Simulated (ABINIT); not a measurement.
# HgTe (Pm-3m): from the cell to the phonon bands

How does HgTe (Pm-3m) vibrate, and is this structure a minimum?

Main program and level: ABINIT 10.8.3; DFT LDA, scalar-relativistic, plane waves, PseudoDojo norm-conserving pseudopotentials.

This is a report of a sequence of runs, with most program output left out.

The structure was built from a prototype and need not be the compound's stable phase.

## Step 1: Starting point

The structure is cubic, space group Pm-3m (No. 221). The conventional cell has a = 3.879 Å, b = 3.879 Å, c = 3.879 Å, α = 90.00°, β = 90.00°, γ = 90.00°. Nearest to Hg lie 8 Te at 3.36 Å. Nearest to Te lie 8 Hg at 3.36 Å. Farther neighbours and most contacts between anions are not listed.

## Step 2: A probe with smearing

A first run with smearing and empty bands tells whether the crystal has a gap, which decides between fixed occupations and smearing later on.

Input file probe.abi:

```
# ground state
tolvrs 1.0d-08
prtden 1
prtwf 1
prtpot 1

# basis, mesh and filling
ecut 34.0
ngkpt 6 6 6
nshiftk 1
shiftk 0.0 0.0 0.0
istwfk *1
occopt 7
tsmear 0.005
nband 26
nstep 100
diemac 9.0
prtebands 0
prtgsr 0
useylm 1

# cell and atoms
acell 7.330001973 7.330001973 7.330001973
rprim 
    1.0 0.0 0.0
    0.0 1.0 0.0
    0.0 0.0 1.0
ntypat 2
znucl 80 52
natom 2
typat 1 2
xred 
    0.0 0.0 0.0
    0.5 0.5 0.5
pp_dirpath "./pseudo"
pseudos "Hg.upf, Te.upf"
```

Started as:

```console
OMP_NUM_THREADS=1 mpirun -n 4 abinit probe.abi > probe.log
```

It took 13 s on 4 MPI ranks of Arm Neoverse V2, shared host; 49 s of CPU time.

Read from the output:

* volume per atom: 29.18 Å³
* pressure: -6.997 GPa
* gap on the k-mesh: 0 eV

No gap opens on this mesh, so smearing is kept; the printed pressure holds the stress of the finite basis too.

## Step 3: Rough relaxation

The typed start is rough, so a first relaxation with smearing and loose thresholds takes it towards rest cheaply.

Input file prerelax.abi:

```
# relaxation
ionmov 2
optcell 2
dilatmx 1.15
chkdilatmx 0
ntime 40
tolmxf 3.0d-04
tolvrs 1.0d-10
prtwf 0
prtden 0
chksymtnons 0

# basis, mesh and filling
ecut 34.0
ecutsm 3.0
ngkpt 4 4 4
nshiftk 1
shiftk 0.0 0.0 0.0
istwfk *1
occopt 7
tsmear 0.005
nband 26
nstep 100
diemac 1000000.0
prtebands 0
prtgsr 0
useylm 1

# cell and atoms
acell 7.330001973 7.330001973 7.330001973
rprim 
    1.0 0.0 0.0
    0.0 1.0 0.0
    0.0 0.0 1.0
ntypat 2
znucl 80 52
natom 2
typat 1 2
xred 
    0.0 0.0 0.0
    0.5 0.5 0.5
pp_dirpath "./pseudo"
pseudos "Hg.upf, Te.upf"
```

Started as:

```console
OMP_NUM_THREADS=1 mpirun -n 4 abinit prerelax.abi > prerelax.log
```

Elapsed: 60 s, on 4 MPI ranks.

Relaxation path:

| step | energy less that of the first step (eV) | largest force (eV/Å) | volume (Å³) |
| --- | --- | --- | --- |
| 1 | 0.0000 | 0.0000 | 58.36 |
| 2 | -0.0453 | 0.0000 | 57.20 |
| 3 | -0.1694 | 0.0000 | 46.94 |
| 4 | -0.2041 | 0.0000 | 50.66 |
| 5 | -0.2068 | 0.0000 | 49.91 |
| 6 | -0.2069 | 0.0000 | 49.81 |

| conventional cell, symmetrised | before | after | change |
| --- | --- | --- | --- |
| a (Å) | 3.879 | 3.679 | -5.1 % |
| b (Å) | 3.879 | 3.679 | -5.1 % |
| c (Å) | 3.879 | 3.679 | -5.1 % |
| volume (Å³/atom) | 29.18 | 24.91 | -14.6 % |

The relaxed structure:

```xyz
2
Lattice="3.6794 0.0000 0.0000 0.0000 3.6794 0.0000 0.0000 0.0000 3.6794" Properties=species:S:1:pos:R:3 pbc="T T T"
Hg    0.0000    0.0000    0.0000
Te    1.8397    1.8397    1.8397
```

Read from the output:

| Quantity | Value |
| --- | --- |
| volume per atom | 24.91 Å³ |
| pressure | 0.003611 GPa |

The volume changes by -14.6 % in this run and stands -14.6 % from the first cell.

## Step 4: Rough relaxation

The cell changed much, so the rough relaxation is repeated on a basis made for the new cell.

Edit prerelax.abi of step 3 so:

```diff
@@ -29,3 +29,3 @@
 # cell and atoms
-acell 7.330001973 7.330001973 7.330001973
+acell 6.953140614 6.953140614 6.953140614
 rprim
```

Wall time 12 s (4 MPI ranks); 47 s of CPU time.

Little changed from the start: no atom moved by 0.005 Å and no cell edge by 0.1 %.

This step gave:

```yaml
pressure: 0.003613 GPa
```

The volume changes by +0.0 % in this run and stands -14.6 % from the first cell.

## Step 5: Relaxing the cell and atoms

The harmonic expansion needs vanishing forces, and a free crystal bears no stress, so cell and atoms are brought to rest. Stress is more sensitive to the basis than forces are: the last 3 Ha under the cutoff are smoothed with ecutsm, and the cutoff is raised above that of the later runs.

Input file relax.abi:

```
# relaxation
ionmov 2
optcell 2
dilatmx 1.08
ntime 40
tolmxf 1.0d-05
tolvrs 1.0d-14
prtwf 0
prtden 0
chksymtnons 0

# basis, mesh and filling
ecut 42.0
ecutsm 3.0
ngkpt 10 10 10
nshiftk 1
shiftk 0.0 0.0 0.0
istwfk *1
occopt 7
tsmear 0.01
nband 26
nstep 100
diemac 1000000.0
prtebands 0
prtgsr 0
useylm 1

# cell and atoms
acell 6.953140614 6.953140614 6.953140614
rprim 
    1.0 0.0 0.0
    0.0 1.0 0.0
    0.0 0.0 1.0
ntypat 2
znucl 80 52
natom 2
typat 1 2
xred 
    0.0 0.0 0.0
    0.5 0.5 0.5
pp_dirpath "./pseudo"
pseudos "Hg.upf, Te.upf"
```

Started as:

```console
OMP_NUM_THREADS=1 mpirun -n 4 abinit relax.abi > relax.log
```

Elapsed: 2.5 min, on 4 MPI ranks; 10 min of CPU time.

Little changed from the start: no atom moved by 0.005 Å and no cell edge by 0.1 %.

This step gave:

| Item | Value |
| --- | --- |
| volume per atom | 24.89 Å³ |
| pressure | 2.84e-5 GPa |

The volume changes by -0.1 % in this run and stands -14.7 % from the first cell.

## Step 6: Ground state

The response is built on these wavefunctions, so the potential is converged far more tightly than an energy would need. Smearing stays on, as the first look found no gap above 0.3 eV.

Input file gs.abi:

```
# ground state
tolvrs 1.0d-16
prtden 1
prtwf 1
prtpot 1

# basis, mesh and filling
ecut 34.0
ngkpt 10 10 10
nshiftk 1
shiftk 0.0 0.0 0.0
istwfk *1
occopt 7
tsmear 0.01
nband 26
nstep 100
diemac 1000000.0
prtebands 0
prtgsr 0
useylm 1

# cell and atoms
acell 6.951970226 6.951970226 6.951970226
rprim 
    1.0 0.0 0.0
    0.0 1.0 0.0
    0.0 0.0 1.0
ntypat 2
znucl 80 52
natom 2
typat 1 2
xred 
    0.0 0.0 0.0
    0.5 0.5 0.5
pp_dirpath "./pseudo"
pseudos "Hg.upf, Te.upf"
```

Started as:

```console
OMP_NUM_THREADS=1 mpirun -n 4 abinit gs.abi > gs.log
```

The job ended after 35 s (4 MPI ranks).

This step gave:

```yaml
pressure: -0.3983 GPa
```

The cell stands at -0.40 GPa: the relaxation ran with a smoothed and higher cutoff, and the difference is a stress of the finite basis.

## Step 7: Zone-centre response

At q = 0 one unit cell holds all displacements. The response is solved for single atoms along the cell's directions, and symmetry skips those that follow from others. The crystal is treated as a metal, which screens a static field, so no field response is asked.

Input file dfpt_gamma.abi:

```

# common to the responses
getwfk_filepath "gso_WFK"
kptopt 2
nqpt 1
qpt 0.0 0.0 0.0
asr 0
chneut 0

# displacements
rfphon 1
rfatpol 1 2
rfdir 1 1 1
tolvrs 1.0d-10
prtwf 0

# basis, mesh and filling
ecut 34.0
ngkpt 10 10 10
nshiftk 1
shiftk 0.0 0.0 0.0
istwfk *1
occopt 7
tsmear 0.01
nband 26
nstep 100
diemac 1000000.0
prtebands 0
prtgsr 0
useylm 1

# cell and atoms
acell 6.951970226 6.951970226 6.951970226
rprim 
    1.0 0.0 0.0
    0.0 1.0 0.0
    0.0 0.0 1.0
ntypat 2
znucl 80 52
natom 2
typat 1 2
xred 
    0.0 0.0 0.0
    0.5 0.5 0.5
pp_dirpath "./pseudo"
pseudos "Hg.upf, Te.upf"
```

Started as:

```console
OMP_NUM_THREADS=1 mpirun -n 4 abinit dfpt_gamma.abi > dfpt_gamma.log
```

The job ended after 2.6 min (4 MPI ranks).

This step gave:

| Item | Value |
| --- | --- |
| largest acoustic frequency at the zone centre before the sum rule | 4.51 cm⁻¹ |
| highest optical zone-centre mode (no LO-TO term) | 68.8 cm⁻¹ |
| lowest optical zone-centre mode | 68.8 cm⁻¹ |

The acoustic modes at Γ come out as far as 4.5 cm⁻¹ from zero, where they should vanish, a small numerical error.

## Step 8: Phonons on a q mesh

Linear response treats each wavevector in the unit cell, with no supercell; the 2×2×2 mesh fixes the range of the force constants to be had.

Input file dfpt_q.abi:

```
ndtset 3

# wavevectors
qpt1 0.5 0.0 0.0
qpt2 0.5 0.5 0.0
qpt3 0.5 0.5 0.5

# displacements
getwfk_filepath "gso_WFK"
getwfq_filepath "gso_WFK"
kptopt 3
nqpt 1
rfphon 1
rfatpol 1 2
rfdir 1 1 1
tolvrs 1.0d-10
prtwf 0

# basis, mesh and filling
ecut 34.0
ngkpt 10 10 10
nshiftk 1
shiftk 0.0 0.0 0.0
istwfk *1
occopt 7
tsmear 0.01
nband 26
nstep 100
diemac 1000000.0
prtebands 0
prtgsr 0
useylm 1

# cell and atoms
acell 6.951970226 6.951970226 6.951970226
rprim 
    1.0 0.0 0.0
    0.0 1.0 0.0
    0.0 0.0 1.0
ntypat 2
znucl 80 52
natom 2
typat 1 2
xred 
    0.0 0.0 0.0
    0.5 0.5 0.5
pp_dirpath "./pseudo"
pseudos "Hg.upf, Te.upf"
```

Started as:

```console
OMP_NUM_THREADS=1 mpirun -n 4 abinit dfpt_q.abi > dfpt_q.log
```

Run time: 50 min. Hardware: 4 MPI ranks; 3.3 h of CPU time.

Numbers from this step:

* lowest mode on the q mesh (acoustic ones at the zone centre apart): -79.12 cm⁻¹

Frequencies (cm⁻¹) before the sum rule at the irreducible wavevectors but Γ, which is solved apart; negative means imaginary. Frequencies by wavevector:

| q (fractions) | star | mode 1 | mode 2 | mode 3 | mode 4 | mode 5 | mode 6 |
| --- | --- | --- | --- | --- | --- | --- | --- |
| 0.5 0 0 | 3 | -44.26 | -44.26 | 39.51 | 39.51 | 61.83 | 68.1 |
| 0.5 0.5 0 | 3 | -79.12 | 23.04 | 23.04 | 39.65 | 100.8 | 100.8 |
| 0.5 0.5 0.5 | 1 | 57.95 | 57.95 | 57.95 | 66.92 | 66.92 | 66.92 |

## Step 9: Dispersion

anaddb transforms the dynamical matrices to force constants and back along the path; points of the mesh come back as solved, but for the sum rule and, in polar crystals, the LO-TO term at Γ; the rest is interpolation.

Input file anaddb.abi:

```
ddb_filepath "all_DDB"
output_file "anaddb.abo"
outdata_prefix "anaddb"
ifcflag 1
ngqpt 2 2 2
nqshft 1
q1shft 0.0 0.0 0.0
asr 1
chneut 0
dipdip 0
dipquad 0
quadquad 0
enunit 0
eivec 0
nph1l 62
qph1l 
    0.0 0.0 0.0 1.0
    0.0 0.05 0.0 1.0
    0.0 0.1 0.0 1.0
    0.0 0.15 0.0 1.0
    0.0 0.2 0.0 1.0
    0.0 0.25 0.0 1.0
    0.0 0.3 0.0 1.0
    0.0 0.35 0.0 1.0
    0.0 0.4 0.0 1.0
    0.0 0.45 0.0 1.0
    0.0 0.5 0.0 1.0
    0.05 0.5 0.0 1.0
    0.1 0.5 0.0 1.0
    0.15 0.5 0.0 1.0
    0.2 0.5 0.0 1.0
    0.25 0.5 0.0 1.0
    0.3 0.5 0.0 1.0
    0.35 0.5 0.0 1.0
    0.4 0.5 0.0 1.0
    0.45 0.5 0.0 1.0
    0.5 0.5 0.0 1.0
    0.45 0.45 0.0 1.0
    0.4 0.4 0.0 1.0
    0.35 0.35 0.0 1.0
    0.3 0.3 0.0 1.0
    0.25 0.25 0.0 1.0
    0.2 0.2 0.0 1.0
    0.15 0.15 0.0 1.0
    0.1 0.1 0.0 1.0
    0.05 0.05 0.0 1.0
    0.0 0.0 0.0 1.0
    0.05 0.05 0.05 1.0
    0.1 0.1 0.1 1.0
    0.15 0.15 0.15 1.0
    0.2 0.2 0.2 1.0
    0.25 0.25 0.25 1.0
    0.3 0.3 0.3 1.0
    0.35 0.35 0.35 1.0
    0.4 0.4 0.4 1.0
    0.45 0.45 0.45 1.0
    0.5 0.5 0.5 1.0
    0.45 0.5 0.45 1.0
    0.4 0.5 0.4 1.0
    0.35 0.5 0.35 1.0
    0.3 0.5 0.3 1.0
    0.25 0.5 0.25 1.0
    0.2 0.5 0.2 1.0
    0.15 0.5 0.15 1.0
    0.1 0.5 0.1 1.0
    0.05 0.5 0.05 1.0
    0.0 0.5 0.0 1.0
    0.5 0.5 0.5 1.0
    0.5 0.5 0.45 1.0
    0.5 0.5 0.4 1.0
    0.5 0.5 0.35 1.0
    0.5 0.5 0.3 1.0
    0.5 0.5 0.25 1.0
    0.5 0.5 0.2 1.0
    0.5 0.5 0.15 1.0
    0.5 0.5 0.1 1.0
    0.5 0.5 0.05 1.0
    0.5 0.5 0.0 1.0
```

Input file mrgddb.in:

```
all_DDB
merged
4
dfpt_gammao_DDB
dfpt_qo_DS1_DDB
dfpt_qo_DS2_DDB
dfpt_qo_DS3_DDB
```

Started as:

```console
mrgddb < mrgddb.in > mrgddb.log
OMP_NUM_THREADS=1 anaddb anaddb.abi > anaddb.log
```

Wall time 0.5 s (1 thread).

Read from the output:

| Property | Result |
| --- | --- |
| lowest frequency on the path | -79.15 cm⁻¹ |

Anaddb. Phonon branches along the path, in cm⁻¹:

| point | branch 1 | branch 2 | branch 3 | branch 4 | branch 5 | branch 6 |
| --- | --- | --- | --- | --- | --- | --- |
| Γ | 0 | 0 | 0 | 69 | 69 | 69 |
| halfway | -26 | -26 | 40 | 53 | 53 | 71 |
| X | -44 | -44 | 39 | 39 | 62 | 68 |
| halfway | -64 | 3 | 25 | 39 | 79 | 88 |
| M | -79 | 22 | 22 | 39 | 101 | 101 |
| halfway | -47 | -21 | 43 | 44 | 63 | 79 |
| Γ | 0 | 0 | 0 | 69 | 69 | 69 |
| halfway | -9 | -9 | 3 | 68 | 68 | 68 |
| R | 58 | 58 | 58 | 67 | 67 | 67 |
| halfway | -34 | 25 | 30 | 49 | 74 | 88 |
| X | -44 | -44 | 39 | 39 | 62 | 68 |
| jump to R | 58 | 58 | 58 | 67 | 67 | 67 |
| halfway | -30 | 36 | 36 | 49 | 89 | 89 |
| M | -79 | 22 | 22 | 39 | 101 | 101 |

The path dips to 79i cm⁻¹.

## Step 10: Density of states

Sums over the zone need many more wavevectors than were solved, so the interpolation is sampled on a dense mesh.

Input file anaddb.abi:

```
ddb_filepath "all_DDB"
output_file "anaddb.abo"
outdata_prefix "anaddb"
ifcflag 1
ngqpt 2 2 2
nqshft 1
q1shft 0.0 0.0 0.0
asr 1
chneut 0
dipdip 0
dipquad 0
quadquad 0
prtdos 2
ng2qpt 12 12 12
dosdeltae 4.5563e-06
ntemper 11
temperinc 100.0
tempermin 0.0
```

Started as:

```console
OMP_NUM_THREADS=1 anaddb anaddb.abi > anaddb.log
```

Wall time 0.53 s (1 thread).

Numbers from this step:

| Quantity | Value |
| --- | --- |
| share of modes beyond 3i cm⁻¹ on the dense interpolated mesh | 0.2422 |

The phonon density of states has structure finer than the step of the table below, so its rows give means over 5 cm⁻¹, whole bins alone (the curve runs from -109 to 131 cm⁻¹). Peaks (cm⁻¹: height): -22.1: 0.0483, 26.9: 0.105, 40.9: 0.111, 77.8: 0.0814.

Tetrahedra. Table of phonon density of states by wavenumber; means over each step:

| wavenumber (cm⁻¹) | phonon density of states (1/cm⁻¹/cell) |
| --- | --- |
| -85 | 0 |
| -80 | 1.9e-4 |
| -75 | 0.00433 |
| -70 | 0.00784 |
| -65 | 0.0103 |
| -60 | 0.0132 |
| -55 | 0.0159 |
| -50 | 0.0209 |
| -45 | 0.0280 |
| -40 | 0.0260 |
| -35 | 0.0257 |
| -30 | 0.0280 |
| -25 | 0.0341 |
| -20 | 0.0366 |
| -15 | 0.0190 |
| -10 | 0.0120 |
| -5 | 0.00897 |
| 0 | 0.00825 |
| 5 | 0.00834 |
| 10 | 0.00926 |
| 15 | 0.0130 |
| 20 | 0.0218 |
| 25 | 0.0818 |
| 30 | 0.0625 |
| 35 | 0.0433 |
| 40 | 0.0773 |
| 45 | 0.0725 |
| 50 | 0.0586 |
| 55 | 0.0499 |
| 60 | 0.0420 |
| 65 | 0.0326 |
| 70 | 0.0496 |
| 75 | 0.0731 |
| 80 | 0.0700 |
| 85 | 0.0638 |
| 90 | 0.0435 |
| 95 | 0.0236 |
| 100 | 0.00474 |
| 105 | 0 |

## Step 11: Results

```yaml
space_group_after_relaxation: Pm-3m
volume_per_atom: 24.9 Å³
highest_optical_zone_centre_mode_no_lo_to_term: 68.8 cm⁻¹
q_mesh: 2×2×2
lowest_mode_on_the_q_mesh_acoustic_ones_at_the_zone_centre_apart: -79.1 cm⁻¹
imaginary_modes_on_the_q_mesh: yes
```

**Reading.** HgTe (Pm-3m) is unstable: a mode solved on the 2×2×2 mesh is imaginary, 79i cm⁻¹; its spectrum reaches 101 cm⁻¹. At the LDA level the optical modes of HgTe (Pm-3m) at the zone centre lie at 69 cm⁻¹. The base run prints -0.40 GPa, mostly the error of a finite basis; the relaxation, with a smoothed and higher cutoff, had brought the cell to rest. The most unstable solved mode lies at q = (0.5, 0.5, 0), on the zone boundary, so the distortion that it points to doubles the cell. These are harmonic frequencies at zero temperature: anharmonic shifts and linewidths and thermal expansion are left out. Spin-orbit coupling is left out, which can matter for the heavy elements here. In a metal the frequencies hang on the k mesh and the smearing, most of all near Kohn anomalies. The q mesh stands for a supercell only 7.4 Å across, so branches between the solved wavevectors are rough. The structure is a hypothetical one, built on a prototype.

[Host names and launcher messages were left out of these logs when they were recorded.]

[Logs are printed without paths, hosts, clocks, repeated set-up lines and the standing remarks that a program may print on its own settings, such as how far it seeks lower states.]

[Hosts, paths, dates, database ids (printed as entryN), source tags and the programs' standing remarks are cut or masked in the printed files.]
